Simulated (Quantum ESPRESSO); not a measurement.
# E(M) of CoO

Wanted: E(M) for CoO from a parallel start.

Method: PBEsol with U = 2.1 eV on Co d (ortho-atomic projectors); plane waves with GBRV 1.5 PBEsol potentials, no spin-orbit coupling, in Quantum ESPRESSO 7.5.

## (1) Set-up

Symmetry: Fm-3m, No. 225, cubic system. The conventional cell has a = 4.263 Å, b = 4.263 Å, c = 4.263 Å, α = 90.00°, β = 90.00°, γ = 90.00°. Nearest to Co lie 6 O at 2.13 Å. Nearest to O lie 6 Co at 2.13 Å. Farther neighbours and most contacts between anions are not listed.

The cell comes from the Crystallography Open Database.

## (2) No moment imposed

The input, pw.in:

```
&CONTROL
  calculation = 'scf'
  prefix = 'pwscf'
  outdir = './tmp'
  pseudo_dir = './pseudo'
  disk_io = 'nowf'
/
&SYSTEM
  ibrav = 0
  nat = 2
  ntyp = 2
  ecutwfc = 40
  ecutrho = 280
  nbnd = 20
  occupations = 'smearing'
  smearing = 'fd'
  degauss = 0.00367493
  nspin = 2
  starting_magnetization(1) = 0.1765
  starting_magnetization(2) = 0
/
&ELECTRONS
  conv_thr = 4d-09
  electron_maxstep = 150
  mixing_beta = 0.3
/
ATOMIC_SPECIES
Co     58.9332 co_pbesol_v1.2.uspp.F.UPF
O      15.9990 o_pbesol_v1.2.uspp.F.UPF
CELL_PARAMETERS bohr
   0.0000000000    4.0279512346    4.0279512346
   4.0279512346    0.0000000000    4.0279512346
   4.0279512346    4.0279512346    0.0000000000
ATOMIC_POSITIONS crystal
Co      0.0000000000    0.0000000000    0.0000000000
O       0.5000000000    0.5000000000    0.5000000000
K_POINTS automatic
8 8 8 0 0 0
HUBBARD {ortho-atomic}
U Co-3d 2.1000
```

Command:

```bash
$ OMP_NUM_THREADS=1 mpirun -n 2 pw.x -nk 2 -in pw.in > pw.out
```

Output:

```text
Program PWSCF v.7.5 starts

     Message from routine setup:
     using ibrav=0 with symmetry is DISCOURAGED, use correct ibrav instead

     K-points division:     npool     =       2
     Subspace diagonalization in iterative solution of the eigenvalue problem:

     G-vector sticks info
     --------------------
     sticks:   dense  smooth     PW     G-vecs:    dense   smooth      PW
     Sum         637     361    121                10417     4477     893

     Using Slab Decomposition

     bravais-lattice index     =            0
     lattice parameter (alat)  =       5.6964  a.u.
     unit-cell volume          =     130.7021 (a.u.)^3
     number of atoms/cell      =            2
     number of atomic types    =            2
     number of electrons       =        23.00
     number of Kohn-Sham states=           20
     kinetic-energy cutoff     =      40.0000  Ry
     charge density cutoff     =     280.0000  Ry
     scf convergence threshold =      4.0E-09
     mixing beta               =       0.3000
     number of iterations used =            8  plain     mixing
     Exchange-correlation= SLA  PW   PSX  PSC
                           (   1   4  10   8   0   0   0)
     Hubbard projectors: ortho-atomic
     Hubbard parameters of DFT+U (Dudarev formulation) in eV:
     U(Co-3d) =  2.1000

     Internal variables: lda_plus_u =T, lda_plus_u_kind = 0

     Internal variables: orbital_resolved =F, hub_pot_fix =F, apply_U = F

     celldm(1)=   5.696383  celldm(2)=   0.000000  celldm(3)=   0.000000
     celldm(4)=   0.000000  celldm(5)=   0.000000  celldm(6)=   0.000000

     crystal axes: (cart. coord. in units of alat)
               a(1) = (   0.000000   0.707107   0.707107 )
               a(2) = (   0.707107   0.000000   0.707107 )
               a(3) = (   0.707107   0.707107   0.000000 )

     reciprocal axes: (cart. coord. in units 2 pi/alat)
               b(1) = ( -0.707107  0.707107  0.707107 )
               b(2) = (  0.707107 -0.707107  0.707107 )
               b(3) = (  0.707107  0.707107 -0.707107 )

     PseudoPot. # 1 for Co read from file:
     co_pbesol_v1.2.uspp.F.UPF
     Pseudo is Ultrasoft + core correction, Zval = 17.0
     Generated by new atomic code, or converted to UPF format
     Using radial grid of  863 points,  6 beta functions with:
                l(1) =   0
                l(2) =   0
                l(3) =   1
                l(4) =   1
                l(5) =   2
                l(6) =   2
     Q(r) pseudized with  8 coefficients,  rinner =    1.200   1.200   1.200
                                                       1.200   1.200

     PseudoPot. # 2 for O  read from file:
     o_pbesol_v1.2.uspp.F.UPF
     Pseudo is Ultrasoft + core correction, Zval =  6.0
     Generated by new atomic code, or converted to UPF format
     Using radial grid of  737 points,  5 beta functions with:
                l(1) =   0
                l(2) =   0
                l(3) =   1
                l(4) =   1
                l(5) =   2
     Q(r) pseudized with  8 coefficients,  rinner =    0.900   0.900   0.900
                                                       0.900   0.900

     atomic species   valence    mass     pseudopotential
     Co               17.00    58.93320     Co( 1.00)
     O                 6.00    15.99900     O ( 1.00)

     Starting magnetic structure
     atomic species   magnetization
     Co              0.176
     O               0.000

     48 Sym. Ops., with inversion, found

   Cartesian axes

     site n.     atom                  positions (alat units)
         1        Co     tau(   1) = (   0.0000000   0.0000000   0.0000000  )
         2        O      tau(   2) = (   0.7071068   0.7071068   0.7071068  )

     number of k points=    29  Fermi-Dirac smearing, width (Ry)=  0.0037
                       cart. coord. in units 2pi/alat
        k(    1) = (   0.0000000   0.0000000   0.0000000), wk =   0.0019531
        k(    2) = (   0.0883883   0.0883883  -0.0883883), wk =   0.0156250
        k(    3) = (   0.1767767   0.1767767  -0.1767767), wk =   0.0156250
        k(    4) = (   0.2651650   0.2651650  -0.2651650), wk =   0.0156250
        k(    5) = (  -0.3535534  -0.3535534   0.3535534), wk =   0.0078125
        [... 24 further k-points ...]

     Dense  grid:    10417 G-vectors     FFT dimensions: (  32,  32,  32)

     Smooth grid:     4477 G-vectors     FFT dimensions: (  24,  24,  24)

     Check: negative core charge=   -0.000039
     Generating pointlists ...
     new r_m :   0.2917 (alat units)  1.6615 (a.u.) for type    1
     new r_m :   0.2917 (alat units)  1.6615 (a.u.) for type    2

     Initial potential from superposition of free atoms

     starting charge      22.0000, renormalised to      23.0000

     STARTING HUBBARD OCCUPATIONS:

     =================== HUBBARD OCCUPATIONS ===================
     ------------------------ ATOM    1 ------------------------
     Tr[ns(  1)] (up, down, total) =   5.00000  2.00000  7.00000
     Atomic magnetic moment for atom   1 =   3.00000
     [... lines left out ...]
     Number of occupied Hubbard levels =    7.0000

     Atomic wfc used for Hubbard projectors are orthogonalized

     Starting wfcs are   17 randomized atomic wfcs +    3 random wfcs

     Self-consistent Calculation

     iteration #  1     ecut=    40.00 Ry     beta= 0.30
     Davidson diagonalization with overlap
     ethr =  1.00E-02,  avg # of iterations =  4.9

     =================== HUBBARD OCCUPATIONS ===================
     ------------------------ ATOM    1 ------------------------
     Tr[ns(  1)] (up, down, total) =   4.54764  0.95731  5.50494
     Atomic magnetic moment for atom   1 =   3.59033
     [... lines left out ...]
     Number of occupied Hubbard levels =    5.5049

     total energy              =    -328.43099709 Ry
     estimated scf accuracy    <       6.36863098 Ry

     total magnetization       =     3.57 Bohr mag/cell
     absolute magnetization    =     3.63 Bohr mag/cell

     iteration #  2     ecut=    40.00 Ry     beta= 0.30
     Davidson diagonalization with overlap
     ethr =  1.00E-02,  avg # of iterations =  2.1

     total energy              =    -329.33728170 Ry
     estimated scf accuracy    <       6.64485492 Ry

     total magnetization       =     0.67 Bohr mag/cell
     absolute magnetization    =     0.69 Bohr mag/cell

     iteration #  3     ecut=    40.00 Ry     beta= 0.30
     Davidson diagonalization with overlap
     ethr =  1.00E-02,  avg # of iterations =  1.2

     total energy              =    -330.32986420 Ry
     estimated scf accuracy    <       0.23491285 Ry

     total magnetization       =     3.02 Bohr mag/cell
     absolute magnetization    =     3.04 Bohr mag/cell

     [... further iterations left out ...]

     iteration # 10     ecut=    40.00 Ry     beta= 0.30
     Davidson diagonalization with overlap
     ethr =  4.56E-08,  avg # of iterations =  1.4

     total energy              =    -330.35155444 Ry
     estimated scf accuracy    <       0.00000232 Ry

     total magnetization       =     3.00 Bohr mag/cell
     absolute magnetization    =     3.02 Bohr mag/cell

     iteration # 11     ecut=    40.00 Ry     beta= 0.30
     Davidson diagonalization with overlap
     ethr =  1.01E-08,  avg # of iterations =  1.1

     total energy              =    -330.35155502 Ry
     estimated scf accuracy    <       0.00000025 Ry

     total magnetization       =     3.00 Bohr mag/cell
     absolute magnetization    =     3.02 Bohr mag/cell

     iteration # 12     ecut=    40.00 Ry     beta= 0.30
     Davidson diagonalization with overlap
     ethr =  1.09E-09,  avg # of iterations =  1.1

     total energy              =    -330.35155505 Ry
     estimated scf accuracy    <       0.00000008 Ry

     total magnetization       =     3.00 Bohr mag/cell
     absolute magnetization    =     3.03 Bohr mag/cell

     iteration # 13     ecut=    40.00 Ry     beta= 0.30
     Davidson diagonalization with overlap
     ethr =  3.32E-10,  avg # of iterations =  1.0

     Magnetic moment per site  (integrated on atomic sphere of radius R)
     atom   1 (R=0.292)  charge= 14.5949  magn=  2.5898
     atom   2 (R=0.292)  charge=  5.7570  magn=  0.3069

     End of self-consistent calculation

     =================== HUBBARD OCCUPATIONS ===================
     ------------------------ ATOM    1 ------------------------
     Tr[ns(  1)] (up, down, total) =   4.97228  2.33041  7.30268
     Atomic magnetic moment for atom   1 =   2.64187
     [... lines left out ...]
     Number of occupied Hubbard levels =    7.3027

     [... lines left out ...]
     the Fermi energy is    13.3699 ev

!    total energy              =    -330.35155507 Ry
     estimated scf accuracy    <          1.8E-09 Ry
     smearing contrib. (-TS)   =      -0.00240396 Ry
     internal energy E=F+TS    =    -330.34915111 Ry

     The total energy is F=E-TS. E is the sum of the following terms:
     one-electron contribution =    -182.81164185 Ry
     hartree contribution      =     104.51233688 Ry
     xc contribution           =     -39.56009895 Ry
     ewald contribution        =    -212.56286172 Ry
     Hubbard energy            =       0.07311453 Ry

     total magnetization       =     3.00 Bohr mag/cell
     absolute magnetization    =     3.03 Bohr mag/cell

     convergence has been achieved in  13 iterations

=------------------------------------------------------------------------------=
   JOB DONE.
=------------------------------------------------------------------------------=
```

Run time: 8.4 s. Hardware: 2 MPI ranks of Arm Neoverse V1, shared host; peak memory 0.15 GiB.

Spin moment in the atom's sphere by atom:

| atom | spin moment in the atom's sphere (μB) |
| --- | --- |
| Co1 | 2.59 |
| O2 | 0.31 |

This step gave:

* smearing term TS: 0.03271 eV
* magnetization: 2.998 μB
* absolute magnetization: 3.025 μB
* final state: ferromagnetic

## (3) Moment fixed at 0 μB

The two spin channels are filled to separate Fermi energies, so that the total moment meets the target. Half of the up one less the down one is the slope dE/dM.

Edit pw.in of step 2 so:

```diff
@@ -18,4 +18,5 @@
   nspin = 2
-  starting_magnetization(1) = 0.1765
+  starting_magnetization(1) = 0.0088
   starting_magnetization(2) = 0
+  tot_magnetization = 0
 /
```

Output:

```text
     [... lines left out ...]
Program PWSCF v.7.5 starts
     [... lines left out ...]
     number of atoms/cell      =            2
     [... lines left out ...]
     number of electrons       =        23.00 (up:  11.50, down:  11.50)
     number of Kohn-Sham states=           20
     kinetic-energy cutoff     =      40.0000  Ry
     charge density cutoff     =     280.0000  Ry
     scf convergence threshold =      4.0E-09
     [... lines left out ...]
     48 Sym. Ops., with inversion, found
     [... lines left out ...]
     number of k points=    29  Fermi-Dirac smearing, width (Ry)=  0.0037
     [... lines left out ...]
     iteration # 13     ecut=    40.00 Ry     beta= 0.30
     [... lines left out ...]
     Magnetic moment per site  (integrated on atomic sphere of radius R)
     atom   1 (R=0.292)  charge= 14.6902  magn=  0.0000
     atom   2 (R=0.292)  charge=  5.6790  magn= -0.0000
     [... lines left out ...]
     Tr[ns(  1)] (up, down, total) =   3.77800  3.77799  7.55599
     [... lines left out ...]
     the spin up/dw Fermi energies are    13.4469   13.4469 ev
!    total energy              =    -330.30354559 Ry
     estimated scf accuracy    <          1.8E-10 Ry
     smearing contrib. (-TS)   =      -0.00153502 Ry
     [... lines left out ...]
     total magnetization       =     0.00 Bohr mag/cell
     absolute magnetization    =     0.00 Bohr mag/cell
     convergence has been achieved in  13 iterations
```

The job ended after 8.4 s (2 MPI ranks; peak memory 0.15 GiB).

This step gave:

```yaml
magnetization: 0 μB
absolute_magnetization: 0 μB
half_the_difference_of_the_two_fermi_energies: 0 meV
largest_moment: 0 μB
```

## (4) Moment fixed at 0.674 μB

Edit pw.in of step 3 so:

```diff
@@ -13,3 +13,3 @@
   ecutrho = 280
-  nbnd = 20
+  nbnd = 21
   occupations = 'smearing'
@@ -18,5 +18,5 @@
   nspin = 2
-  starting_magnetization(1) = 0.0088
+  starting_magnetization(1) = 0.0396
   starting_magnetization(2) = 0
-  tot_magnetization = 0
+  tot_magnetization = 0.674
 /
```

Output:

```text
     [... lines left out ...]
Program PWSCF v.7.5 starts
     [... lines left out ...]
     number of atoms/cell      =            2
     [... lines left out ...]
     number of electrons       =        23.00 (up:  11.84, down:  11.16)
     number of Kohn-Sham states=           21
     kinetic-energy cutoff     =      40.0000  Ry
     charge density cutoff     =     280.0000  Ry
     scf convergence threshold =      4.0E-09
     [... lines left out ...]
     48 Sym. Ops., with inversion, found
     [... lines left out ...]
     number of k points=    29  Fermi-Dirac smearing, width (Ry)=  0.0037
     [... lines left out ...]
     iteration # 13     ecut=    40.00 Ry     beta= 0.30
     [... lines left out ...]
     Magnetic moment per site  (integrated on atomic sphere of radius R)
     atom   1 (R=0.292)  charge= 14.6887  magn=  0.7343
     atom   2 (R=0.292)  charge=  5.6804  magn= -0.1021
     [... lines left out ...]
     Tr[ns(  1)] (up, down, total) =   4.15831  3.38492  7.54323
     [... lines left out ...]
     the spin up/dw Fermi energies are    12.9530   14.0547 ev
!    total energy              =    -330.31859694 Ry
     estimated scf accuracy    <          7.5E-10 Ry
     smearing contrib. (-TS)   =      -0.00079546 Ry
     [... lines left out ...]
     total magnetization       =     0.67 Bohr mag/cell
     absolute magnetization    =     0.89 Bohr mag/cell
     convergence has been achieved in  13 iterations
```

Run time: 8.8 s. Hardware: 2 MPI ranks; peak memory 0.15 GiB; 17 s of CPU time.

Spin moment in the atom's sphere by atom:

| atom | spin moment in the atom's sphere (μB) |
| --- | --- |
| Co1 | 0.734 |
| O2 | -0.102 |

Numbers from this step:

```yaml
magnetization: 0.674 μB
absolute_magnetization: 0.893 μB
half_the_difference_of_the_two_fermi_energies: -550.9 meV
```

## (5) Moment fixed at 1.349 μB

Edit pw.in of step 4 so:

```diff
@@ -18,5 +18,5 @@
   nspin = 2
-  starting_magnetization(1) = 0.0396
+  starting_magnetization(1) = 0.0794
   starting_magnetization(2) = 0
-  tot_magnetization = 0.674
+  tot_magnetization = 1.349
 /
```

Output:

```text
     [... lines left out ...]
Program PWSCF v.7.5 starts
     [... lines left out ...]
     number of atoms/cell      =            2
     [... lines left out ...]
     number of electrons       =        23.00 (up:  12.17, down:  10.83)
     number of Kohn-Sham states=           21
     kinetic-energy cutoff     =      40.0000  Ry
     charge density cutoff     =     280.0000  Ry
     scf convergence threshold =      4.0E-09
     [... lines left out ...]
     48 Sym. Ops., with inversion, found
     [... lines left out ...]
     number of k points=    29  Fermi-Dirac smearing, width (Ry)=  0.0037
     [... lines left out ...]
     iteration # 13     ecut=    40.00 Ry     beta= 0.30
     [... lines left out ...]
     Magnetic moment per site  (integrated on atomic sphere of radius R)
     atom   1 (R=0.292)  charge= 14.6788  magn=  1.3754
     atom   2 (R=0.292)  charge=  5.6888  magn= -0.1042
     [... lines left out ...]
     Tr[ns(  1)] (up, down, total) =   4.47073  3.03294  7.50367
     [... lines left out ...]
     the spin up/dw Fermi energies are    12.7483   12.9303 ev
!    total energy              =    -330.33342428 Ry
     estimated scf accuracy    <          4.3E-10 Ry
     smearing contrib. (-TS)   =      -0.00244681 Ry
     [... lines left out ...]
     total magnetization       =     1.35 Bohr mag/cell
     absolute magnetization    =     1.57 Bohr mag/cell
     convergence has been achieved in  13 iterations
```

The job ended after 8.8 s (2 MPI ranks; peak memory 0.15 GiB; 17 s of CPU time).

Read from the output:

```yaml
magnetization: 1.349 μB
absolute_magnetization: 1.574 μB
half_the_difference_of_the_two_fermi_energies: -91 meV
largest_moment: 1.375 μB
```

[end of part 1 of 2]

[Logs and program files are shortened in this print: banners, set-up blocks, solver, clock and traceback lines can be left out without a mark of their own.]

[Logs are printed without paths, hosts, clocks, repeated set-up lines and the standing remarks that a program may print on its own settings, such as how far it seeks lower states.]

[Hosts, paths, dates, database ids (printed as entryN), source tags and the programs' standing remarks are cut or masked in the printed files.]

[Where a cell is said to come from a database of computed structures, the database is the Materials Project.]
